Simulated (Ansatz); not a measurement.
## Squeezing and shearing a frame of amorphous poly(vinylidene fluoride) (as short chains C8F6H12) from 500 K (78 atoms)

Aim: relax a frame of amorphous poly(vinylidene fluoride) (as short chains C8F6H12) from 500 K (78 atoms), then change its volume and shape to read moduli from the stress.

Program: Ansatz 0.2.0. Level of theory: Kohn-Sham DFT, PBE+D4, PAW (set soft_2), plane waves. Results are calculated unless marked as measured.

### 1. The structure

The cell holds 78 atoms: 24 C, 18 F and 36 H. Cell: a = 9.169 Å, b = 9.169 Å, c = 9.169 Å, α = 90.0°, β = 90.0°, γ = 90.0°. 3 poly(vinylidene fluoride) chains of 3 units with methyl end groups placed at random, at 1.44 g/cm³; overlaps pushed apart, then 20 ps at 800 K with MMFF94 bonds, angles, torsions, charges and radii (Halgren, J. Comput. Chem. 17, 490 (1996)) in harmonic and 12-6 forms. Snapshot after 30 ps at 500 K and fixed volume.

What the set-up can't give: The network of contacts between molecules at the start is that of the classical potential that made the cell, and needn't be the one that DFT or experiment would give. Only the Γ point is sampled.

### 2. Single point at the start

A single point comes first, to see the forces before anything moves.

input.yaml reads:

```yaml
crystal:
  lattice:
    - [9.16861, 0.0, 0.0]
    - [0.0, 9.16861, 0.0]
    - [0.0, 0.0, 9.16861]
  atoms:
    - { symbol: C, position: [0.19551, 0.61423, 0.1719] }
    - { symbol: C, position: [0.13047, 0.461, 0.19125] }
    - { symbol: C, position: [0.22174, 0.33361, 0.19519] }
    - { symbol: F, position: [0.30285, 0.32141, 0.06092] }
    - { symbol: F, position: [0.32484, 0.34055, 0.30408] }
    - { symbol: C, position: [0.16239, 0.17628, 0.18957] }
    - { symbol: C, position: [0.0657, 0.16327, 0.32306] }
    - { symbol: F, position: [0.96491, 0.27107, 0.32363] }
    - { symbol: F, position: [0.1556, 0.17391, 0.44423] }
    - { symbol: C, position: [0.99969, 0.01335, 0.33546] }
    - { symbol: C, position: [0.88488, 0.0103, 0.4546] }
    - { symbol: F, position: [0.83205, 0.87386, 0.45425] }
    - { symbol: F, position: [0.77431, 0.09867, 0.41254] }
    - { symbol: C, position: [0.93663, 0.0426, 0.60075] }
    - { symbol: H, position: [0.11593, 0.69162, 0.15286] }
    - { symbol: H, position: [0.25782, 0.64262, 0.26525] }
    - { symbol: H, position: [0.268, 0.63469, 0.0781] }
    - { symbol: H, position: [0.04949, 0.43479, 0.10799] }
    - { symbol: H, position: [0.06252, 0.48345, 0.2889] }
    - { symbol: H, position: [0.09189, 0.17292, 0.09642] }
    - { symbol: H, position: [0.24892, 0.09457, 0.18872] }
    - { symbol: H, position: [0.10225, 0.93898, 0.35887] }
    - { symbol: H, position: [0.95058, 0.99198, 0.23075] }
    - { symbol: H, position: [0.03632, 0.99152, 0.64026] }
    - { symbol: H, position: [0.85188, 0.00397, 0.67076] }
    - { symbol: H, position: [0.96148, 0.15366, 0.61893] }
    - { symbol: C, position: [0.90592, 0.45473, 0.58951] }
    - { symbol: C, position: [0.9385, 0.54675, 0.71498] }
    - { symbol: C, position: [0.08199, 0.50373, 0.79433] }
    - { symbol: F, position: [0.10025, 0.5951, 0.90558] }
    - { symbol: F, position: [0.07994, 0.36965, 0.85361] }
    - { symbol: C, position: [0.22715, 0.51268, 0.71113] }
    - { symbol: C, position: [0.25312, 0.66242, 0.65203] }
    - { symbol: F, position: [0.24776, 0.7674, 0.75641] }
    - { symbol: F, position: [0.15668, 0.69446, 0.54633] }
    - { symbol: C, position: [0.39824, 0.66025, 0.56427] }
    - { symbol: C, position: [0.43867, 0.8084, 0.49624] }
    - { symbol: F, position: [0.33045, 0.86058, 0.41467] }
    - { symbol: F, position: [0.5591, 0.80816, 0.40642] }
    - { symbol: C, position: [0.46731, 0.91655, 0.62123] }
    - { symbol: H, position: [0.82178, 0.51212, 0.52538] }
    - { symbol: H, position: [0.86844, 0.35216, 0.62454] }
    - { symbol: H, position: [0.9947, 0.43113, 0.51302] }
    - { symbol: H, position: [0.84808, 0.53578, 0.79461] }
    - { symbol: H, position: [0.93951, 0.66737, 0.68928] }
    - { symbol: H, position: [0.31448, 0.47126, 0.78741] }
    - { symbol: H, position: [0.2267, 0.44745, 0.61086] }
    - { symbol: H, position: [0.38677, 0.57155, 0.48416] }
    - { symbol: H, position: [0.49797, 0.64618, 0.62648] }
    - { symbol: H, position: [0.52637, 0.00382, 0.57595] }
    - { symbol: H, position: [0.36345, 0.94983, 0.66351] }
    - { symbol: H, position: [0.52673, 0.85814, 0.71119] }
    - { symbol: C, position: [0.65471, 0.29392, 0.79721] }
    - { symbol: C, position: [0.57723, 0.21261, 0.91015] }
    - { symbol: C, position: [0.65112, 0.07488, 0.97037] }
    - { symbol: F, position: [0.7683, 0.12894, 0.05052] }
    - { symbol: F, position: [0.71776, 0.99872, 0.86815] }
    - { symbol: C, position: [0.54196, 0.99006, 0.06093] }
    - { symbol: C, position: [0.5547, 0.82456, 0.06224] }
    - { symbol: F, position: [0.46207, 0.76857, 0.16513] }
    - { symbol: F, position: [0.51834, 0.76786, 0.93549] }
    - { symbol: C, position: [0.69682, 0.77164, 0.12246] }
    - { symbol: C, position: [0.71, 0.60915, 0.12303] }
    - { symbol: F, position: [0.83702, 0.57405, 0.18954] }
    - { symbol: F, position: [0.72781, 0.56209, 0.98445] }
    - { symbol: C, position: [0.58903, 0.51686, 0.19728] }
    - { symbol: H, position: [0.76142, 0.32056, 0.84716] }
    - { symbol: H, position: [0.6796, 0.21661, 0.7144] }
    - { symbol: H, position: [0.58727, 0.38592, 0.76582] }
    - { symbol: H, position: [0.57354, 0.29596, 0.00085] }
    - { symbol: H, position: [0.46588, 0.18698, 0.87549] }
    - { symbol: H, position: [0.43182, 0.00561, 0.02162] }
    - { symbol: H, position: [0.54295, 0.03497, 0.17611] }
    - { symbol: H, position: [0.78429, 0.80792, 0.0382] }
    - { symbol: H, position: [0.71319, 0.84233, 0.22135] }
    - { symbol: H, position: [0.62516, 0.39755, 0.20955] }
    - { symbol: H, position: [0.48689, 0.53461, 0.13527] }
    - { symbol: H, position: [0.56763, 0.56882, 0.30582] }
kpoints:
  mp_grid: { grid: [1, 1, 1] }
hamiltonian:
  xc: pbe
  dispersion: d4
scf:
  occupations: { method: fermi_dirac, width: 0.05 }
output:
  forces: true
```

The run is started by

```sh
$ ansatz run input.yaml --threads 4 --pin off --max-ram 8192MiB --backend cpu --events-out ev --progress --plain --runs-dir out
```

The log of the run:

```text
[...]
Pseudopotentials: kind: paw
Pseudopotential: C, paw, valence charge 4, recommended cutoff 420 eV (normal), C.paw.azcp
Pseudopotential: F, paw, valence charge 7, recommended cutoff 420 eV (normal), F.paw.azcp
Pseudopotential: H, paw, valence charge 1, recommended cutoff 420 eV (normal), H.paw.azcp
[... 5 lines on functional and potentials left out ...]
Crystal: 78 atoms, lattice volume = 770.745 Å³
Basis set: ecut = 420 eV, 15155 PW (Γ), exchange–correlation on 128×128×128 points (8 copies of the dense FFT grid, shifted against one another)
Bands: 207, of which v1, the nominal top of the filled ones, is band 129 counted from 1 (128 counted from 0)
Symmetry: 1 space group operations
Space group: P1 (ITA 1), of the structure as read, at distance tolerance 9.2e-5 Å
k-points: 1
[... 7 lines on functional and potentials left out ...]
Initial density: superposition of atomic densities (neutral atoms: chi_scale 0, normalization atom), corrected by the library's trained network
Initial wavefunctions: pseudopotential atomic-orbital guess
[...]
SCF iter   1: F=—  HF=-21144.282446 eV  |F-HF|=—  |Δ(HF+E_count)|=         —  Δρ=5.51e-3  dr2=3.29e-1  ethr=1.77e-3  ⟨swp⟩=6.0  Hψ=913  notcnv=0  defer=11
preconditioner: auto → Resta (q_TF=auto, 2.273 Å⁻¹)  ε∞=2.5  [insulator: Δε(μ)=6.066 eV  Ē_g=17.149 eV  σ=0.050 eV  W_gap=1.00  n_scr=170 (ndim 8)  ℏωp=20.8 eV  f_vac=0.269  D(μ)=0.00/eV (n_scr^D=0)  ε∞_Penn≈2.5]
SCF iter   2: F=—  HF=-21144.210303 eV  |F-HF|=—  |Δ(HF+E_count)|=   7.21e-2  Δρ=2.64e-3  dr2=6.12e-2  ethr=1.28e-4  ⟨swp⟩=3.0  Hψ=372  notcnv=0  defer=74
SCF iter   3: F=—  HF=-21144.199026 eV  |F-HF|=—  |Δ(HF+E_count)|=   1.13e-2  Δρ=1.18e-3  dr2=1.41e-2  ethr=2.37e-5  ⟨swp⟩=2.0  Hψ=256  notcnv=0  defer=16
automatic band count: iteration 3 solves 149 bands in place of 207: the levels show a gap, and the empty bands left out lie too high to hold charge; the band table lists the bands solved (type scf.n_extra_bands for more)
SCF iter   4: F=—  HF=-21144.196110 eV  |F-HF|=—  |Δ(HF+E_count)|=   2.92e-3  Δρ=4.13e-4  dr2=1.40e-3  ethr=5.46e-6  ⟨swp⟩=2.0  Hψ=256  notcnv=0  defer=16
SCF iter   5: F=—  HF=-21144.195877 eV  |F-HF|=—  |Δ(HF+E_count)|=   2.33e-4  Δρ=1.44e-4  dr2=1.74e-4  ethr=5.44e-7  ⟨swp⟩=2.0  Hψ=252  notcnv=0  defer=16
SCF iter   6: F=—  HF=-21144.195896 eV  |F-HF|=—  |Δ(HF+E_count)|=   1.90e-5  Δρ=6.98e-5  dr2=2.74e-5  ethr=6.76e-8  ⟨swp⟩=2.0  Hψ=262  notcnv=0  defer=16
SCF iter   7: F=—  HF=-21144.197016 eV  |F-HF|=—  |Δ(HF+E_count)|=   1.12e-3  Δρ=2.44e-5  dr2=3.47e-6  ethr=1.06e-8  ⟨swp⟩=2.0  Hψ=278  notcnv=0  defer=16
SCF iter   8: F=—  HF=-21144.197014 eV  |F-HF|=—  |Δ(HF+E_count)|=   1.70e-6  Δρ=7.18e-6  dr2=4.26e-7  ethr=1.35e-9  ⟨swp⟩=2.0  Hψ=262  notcnv=0  defer=16
SCF iter   9: F=-21144.197014 eV  HF=-21144.197014 eV  |F-HF|=6.35e-8  |Δ(HF+E_count)|=   3.48e-7  Δρ=2.40e-6  dr2=4.60e-8  ethr=3.88e-11  ⟨swp⟩=5.0  Hψ=549  notcnv=0
SCF 1 converged in 9 iterations: F = -21144.197014 eV  dr2 = 4.60e-8
[...]
SCF converged after 9 iterations
Free energy (F): -21144.197014 eV
Harris-Foulkes:  -21144.197014 eV  (|F-HF|=6.35e-8)
Internal energy: -21144.197014 eV  (E = F + TS)
E sigma→0 (E₀):  -21144.197014 eV
Fermi energy:    1.901577 eV
--- Per-component energies (eV) ---
[...]
Σ components = -21144.197014   (vs F -21144.197014, Δ=0.00e0)
--- Forces (eV/Å), atoms counted from 1 ---
  atom   1  C      2.19149390    -1.72892953    -1.11548835
  atom   2  C     -2.07167364     2.36851578    -0.02123910
  atom   3  C      2.40181327    -2.57716616    -1.14209589
  atom   4  F      0.51325724     1.20861184     0.06381771
[...]
atom  78  H      0.29478462    -0.67277034    -0.57136978
  max |Σ_I F_I| component: 1.34e-4 eV/Å
```

The job ended after 8.4 s (4 threads of Intel Xeon Platinum 8175M at 2.50GHz (Skylake/Cascade Lake), shared host; peak memory 0.86 GiB; 20 s of CPU time).

The r.m.s. force at the start is 1.0 eV/Å.

(Continued in part 2 of 4.)

[Logs are printed without paths, hosts, clocks, repeated set-up lines and the standing remarks that a program may print on its own settings, such as how far it seeks lower states.]

[Hosts, paths, dates, database ids (printed as entryN), source tags and the programs' standing remarks are cut or masked in the printed files.]

[The MMFF94 radii named for the starting cell were scaled by 0.96; in molecules described by MMFF94, hydrogen bound to N, O or S took a small fixed 12-6 site in their place.]
